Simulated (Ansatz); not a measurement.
**CoH3 (Pm-3m): from the cell to its phonons**

Wanted: phonon frequencies of CoH3 (Pm-3m) and what follows from them.

Program: Ansatz 0.2.0. Level of theory: DFT PBE, scalar-relativistic, plane waves, norm-conserving pseudopotentials. Results are calculated unless marked as measured.

Most raw output is cut from this account.

### 1. The starting structure

The structure is cubic, space group Pm-3m (No. 221). Conventional cell: a = 2.611 Å, b = 2.611 Å, c = 2.611 Å, α = 90.00°, β = 90.00°, γ = 90.00°. Nearest to Co lie 12 H at 1.85 Å. Nearest to H lie 4 Co at 1.85 Å and 8 H at 1.85 Å. Farther neighbours are not listed.

### 2. Bringing the structure to rest

The cell and atoms are relaxed, since residual forces and stress would shift the frequencies.

Input file input.yaml:

```yaml
crystal:
  lattice:
    - [2.611335, 0.0, 0.0]
    - [0.0, 2.611335, 0.0]
    - [0.0, 0.0, 2.611335]
  atoms:
    - { symbol: Co, position: [0.0, 0.0, 0.0] }
    - { symbol: H, position: [0.0, 0.5, 0.5] }
    - { symbol: H, position: [0.5, 0.0, 0.5] }
    - { symbol: H, position: [0.5, 0.5, 0.0] }
kpoints:
  mp_grid: { grid: [16, 16, 16] }
hamiltonian:
  xc: pbe
  pseudopotentials: { kind: nc }
scf:
  occupations: { method: gaussian, width: 0.1 }
output:
  forces: true
  stress: true
  eigenvalues: true
  write_density: true
  write_potential: true
  elf: true
  volumetric_format: npy
relax:
  adjacent_minimum: "off"
  f_tol: 0.005
  max_steps: 80
  cell: { stress_tol: 0.05 }
```

On the command line:

```console
$ ansatz run input.yaml --threads 4 --pin off --max-ram 7168MiB --backend cpu --events-out ev --progress --plain --runs-dir out
```

Wall time 11 s (4 threads of Arm Neoverse V1, shared host); peak memory 0.46 GiB.

This run has no spin polarisation, although Co can carry a moment.

Little changed from the start: no atom moved by 0.005 Å and no cell edge by 0.1 %.

This step gave:

```
pressure          : 9.87e-4 GPa
volume per atom   : 4.457 Å³
gap on the k-mesh : 0 eV
```

Valence density in the ac plane at fractional y = 0.000, with atoms of Co and H within 0.2 Å of it. It is the smooth field of the valence electrons, not physical close to the nuclei.

Values in e/Å³, 14 rows by 14 columns:
```
20 24 16  4  1  0  0  0  0  0  1  4 16 24
19 16  8  2  1  0  0  0  0  0  1  2  8 16
 5  4  2  1  1  0  0  0  0  0  1  1  2  4
 1  1  1  1  0  0  0  0  0  0  0  1  1  1
 0  0  0  0  0  0  1  1  1  0  0  0  0  0
 0  0  0  0  0  1  1  1  1  1  0  0  0  0
 0  0  0  0  0  1  1  2  1  1  0  0  0  0
 0  0  0  0  0  1  1  1  1  1  0  0  0  0
 0  0  0  0  0  0  1  1  1  0  0  0  0  0
 1  1  1  1  0  0  0  0  0  0  0  1  1  1
 5  4  2  1  1  0  0  0  0  0  1  1  2  4
19 16  8  2  1  0  0  0  0  0  1  2  8 16
20 24 16  4  1  0  0  0  0  0  1  4 16 24
 7 20 19  5  1  0  0  0  0  0  1  5 19 20
```
Columns run along a (2.6 Å), rows up along c (2.6 Å). Atoms in or near the plane, at fractional coordinates: Co at (0.00, 0.00), H at (0.50, 0.50).

Electrostatic potential energy in the ac plane at fractional y = 0.000, with atoms of Co and H within 0.2 Å of it. With pseudopotentials it is smooth inside the atoms' cores, unlike the true potential.

Ten even steps from '_' (-150 eV) to '@' (13 eV):
```
____--##%%@@@@@@@@@@%%##--__
::--**%%@@@@@@@@@@@@@@%%**--
**##%%@@@@@@@@@@@@@@@@@@%%##
%%%%@@@@@@@@@@@@@@@@@@@@@@%%
@@@@@@@@@@@@@@@@@@@@@@@@@@@@
@@@@@@@@@@@@%%##%%@@@@@@@@@@
@@@@@@@@@@@@##**##@@@@@@@@@@
@@@@@@@@@@@@%%##%%@@@@@@@@@@
@@@@@@@@@@@@@@@@@@@@@@@@@@@@
%%%%@@@@@@@@@@@@@@@@@@@@@@%%
**##%%@@@@@@@@@@@@@@@@@@%%##
::--**%%@@@@@@@@@@@@@@%%**--
____--##%%@@@@@@@@@@%%##--__
____::**%%@@@@@@@@@@%%**::__
```
Columns run along a (2.6 Å; values clipped at the 3rd and 97th percentile), rows up along c (2.6 Å). Atoms in or near the plane, at fractional coordinates: Co at (0.00, 0.00), H at (0.50, 0.50).

ELF in the ac plane at fractional y = 0.000, with atoms of Co and H within 0.2 Å of it. It is the smooth field of the valence electrons, not physical close to the nuclei.

Ten even steps from '0' (0.00) to '9' (0.99):
```
35752122212575
77741123211477
55421234321245
22112356532112
11123689863211
22235899985322
22346999996432
22235899985322
11123689863211
22112356532112
55421234321245
77741123211477
35752122212575
03752122212573
```
Columns run along a (2.6 Å), rows up along c (2.6 Å). Atoms in or near the plane, at fractional coordinates: Co at (0.00, 0.00), H at (0.50, 0.50).

In this step the volume went from 4.45 to 4.46 Å³/atom.

### 3. Tight relaxation

Phonons need a cell at rest on their own settings, so the relaxation is repeated with tight tolerances on forces and stress on the k mesh and occupations of the first response run.

Input file input.yaml:

```yaml
crystal:
  lattice:
    - [2.6123048873, 0.0, 0.0]
    - [0.0, 2.6123048873, 0.0]
    - [0.0, 0.0, 2.6123048873]
  atoms:
    - { symbol: Co, position: [0.0, 0.0, 0.0] }
    - { symbol: H, position: [0.0, 0.5, 0.5] }
    - { symbol: H, position: [0.5, 0.0, 0.5] }
    - { symbol: H, position: [0.5, 0.5, 0.0] }
kpoints:
  mp_grid: { grid: [16, 16, 16] }
hamiltonian:
  xc: pbe
  pseudopotentials: { kind: nc }
scf:
  occupations: { method: methfessel_paxton, width: 0.2 }
output:
  forces: true
  stress: true
  eigenvalues: true
relax:
  adjacent_minimum: "off"
  f_tol: 0.001
  max_steps: 60
  cell: { stress_tol: 0.01 }
```

It took 7.9 s on 4 threads; peak memory 0.45 GiB; 30 s of CPU time.

Little changed from the start: no atom moved by 0.005 Å and no cell edge by 0.1 %.

Numbers from this step:

```yaml
pressure: -0.009208 GPa
volume_per_atom: 4.456 Å³
```

The forces vanish by symmetry and the pressure is -0.009 GPa, within the tolerances set. The cell now holds 4.46 Å³/atom.

### 4. Linear response at the zone centre

The zone centre comes first: it holds the modes that light can see, as far as symmetry allows. No field response is asked, since the mesh shows no gap.

input.yaml, the sections that differ from step 3:

```yaml
crystal:
  lattice:
    - [2.6121745813, 0.0, 0.0]
    - [0.0, 2.6121745813, 0.0]
    - [0.0, 0.0, 2.6121745813]
  atoms:
    - { symbol: Co, position: [0.0, 0.0, 0.0] }
    - { symbol: H, position: [0.0, 0.5, 0.5] }
    - { symbol: H, position: [0.5, 0.0, 0.5] }
    - { symbol: H, position: [0.5, 0.5, 0.0] }
output:
  eigenvalues: true
phonons:
  method: dfpt
# kpoints, hamiltonian, scf: as in step 3
# relax: removed
```

Wall time 59 s (4 threads); peak memory 2.1 GiB.

Numbers from this step:

```
sum-rule residual before enforcement                    : 2.01e-4 eV/Å²
point group                                             : m-3m
highest optical mode at the zone centre (no LO-TO term) : 1049 cm⁻¹
lowest optical zone-centre mode                         : -352.3 cm⁻¹
```

Patterns of degenerate modes are one choice out of their space. Modes at Γ, with each element's share of the kinetic energy (negative means imaginary):

| mode | frequency (cm⁻¹) | symmetry | Co % | H % |
| --- | --- | --- | --- | --- |
| 1 | -352.3 | T1u | 5 | 95 |
| 2 | -352.3 | T1u | 5 | 95 |
| 3 | -352.3 | T1u | 5 | 95 |
| 4 | 0.0 | acoustic | 95 | 5 |
| 5 | 0.0 | acoustic | 95 | 5 |
| 6 | 0.0 | acoustic | 95 | 5 |
| 7 | 198.1 | T2u | 0 | 100 |
| 8 | 198.1 | T2u | 0 | 100 |
| 9 | 198.1 | T2u | 0 | 100 |
| 10 | 1049.3 | T1u | 0 | 100 |
| 11 | 1049.3 | T1u | 0 | 100 |
| 12 | 1049.3 | T1u | 0 | 100 |

Displacements in mode 3 (-352.3 cm⁻¹), the largest set to 1:
```
Co1  0.00  0.00 -0.04
H2   0.00 -0.06  1.00
H3   0.00 -0.03  1.00
H4   0.00 -0.06  0.51
```

Displacements in mode 12 (1049.3 cm⁻¹), the largest set to 1:
```
Co1  0.00  0.00 -0.01
H2   0.00  0.00 -0.26
H3   0.00  0.01 -0.26
H4   0.00  0.00  1.00
```

Before it was imposed, the acoustic sum rule was missed by 2.0e-4 eV/Å². Small misses are needed for a sound result but don't prove that mesh and cutoff are converged. The lowest optical mode is imaginary, 352.3i cm⁻¹, so the energy falls along it.

### 5. Response at finite wavevector

Stability and thermal properties need the whole zone. Linear response on a 4×4×4 q mesh gives force constants as far as a supercell of that size would.

input.yaml, as its differences from that of step 4:

```diff
@@ -21 +21,8 @@
   method: dfpt
+  qmesh: [4, 4, 4]
+  temperatures: { t_max: 1000, t_step: 50 }
+  qpath:
+    path:
+      - [[0.0, 0.0, 0.0], [0.0, 0.5, 0.0], [0.5, 0.5, 0.0], [0.0, 0.0, 0.0], [0.5, 0.5, 0.5], [0.0, 0.5, 0.0]]
+      - [[0.5, 0.5, 0.5], [0.5, 0.5, 0.0]]
+    npoints: 10
```

Run time: 24 min. Hardware: 4 threads; peak memory 5 GiB.

The run ended with an error after its SCF cycle had converged; no result of it is taken.

The program's message: “memory limit exceeded: the `dfpt response` phase needs 7.23 GiB against the run's memory maximum of 7.00 GiB; largest carriers: scf state 3.27 GiB, retained responses 1.24 GiB, fixed right-hand sides …”

### 6. Isotope substitution

An isotope changes the mass and not the force constants, so no new electronic calculation is needed; the shifts show which modes move this element.

The same force constants with the mass of H changed from 1.008 to 2.014 u (phonopy, no LO-TO term). Both lists are sorted by frequency; levels can cross, so a row need not hold one and the same mode. Modes under 3 cm⁻¹ are left out. Isotope shifts, by row:

| q | rank | natural mass (cm⁻¹) | changed mass (cm⁻¹) |
| --- | --- | --- | --- |
| 0 0 0 | 1 | -352.3 | -254.8 |
| 0 0 0 | 2 | -352.3 | -254.8 |
| 0 0 0 | 3 | -352.3 | -254.8 |
| 0 0 0 | 7 | 198.1 | 140.2 |
| 0 0 0 | 8 | 198.1 | 140.2 |
| 0 0 0 | 9 | 198.1 | 140.2 |
| 0 0 0 | 10 | 1049 | 743.6 |
| 0 0 0 | 11 | 1049 | 743.6 |
| 0 0 0 | 12 | 1049 | 743.6 |

A mode of this element alone would shift by -29.26 %. The highest zone-centre frequency without the field goes from 1049.3 to 743.6 cm⁻¹ (-29.1 %).

### 7. What came out

```yaml
space_group_after_relaxation_within_0p01_a: Pm-3m
volume_per_atom: 4.46 Å³
electronic_character: no gap on this mesh
highest_optical_mode_at_the_zone_centre_no_lo_to_term: 1049 cm⁻¹
lowest_optical_zone_centre_mode: -352 cm⁻¹
imaginary_modes_at_gamma_the_only_wavevector_solved: yes
```

In words: A zone-centre mode is imaginary (352.3i cm⁻¹), so this structure is not a minimum of the energy. The optical modes at Γ span -352 to 1049 cm⁻¹ (negative means imaginary). The dispersion is not part of this account. The highest mode in this list at Γ, 1049.3 cm⁻¹, is mostly motion of H (100 % of the kinetic energy). With no gap, or one that is small against the smearing, the frequencies hang on the k mesh and the smearing, most of all near Kohn anomalies. The phonon runs are without spin polarisation, although Co often carries a moment. These are harmonic frequencies at zero temperature: anharmonic shifts, linewidths and thermal expansion are left out.

[Logs are printed without paths, hosts, clocks, repeated set-up lines and the standing remarks that a program may print on its own settings, such as how far it seeks lower states.]

[Hosts, paths, dates, database ids (printed as entryN), source tags and the programs' standing remarks are cut or masked in the printed files.]
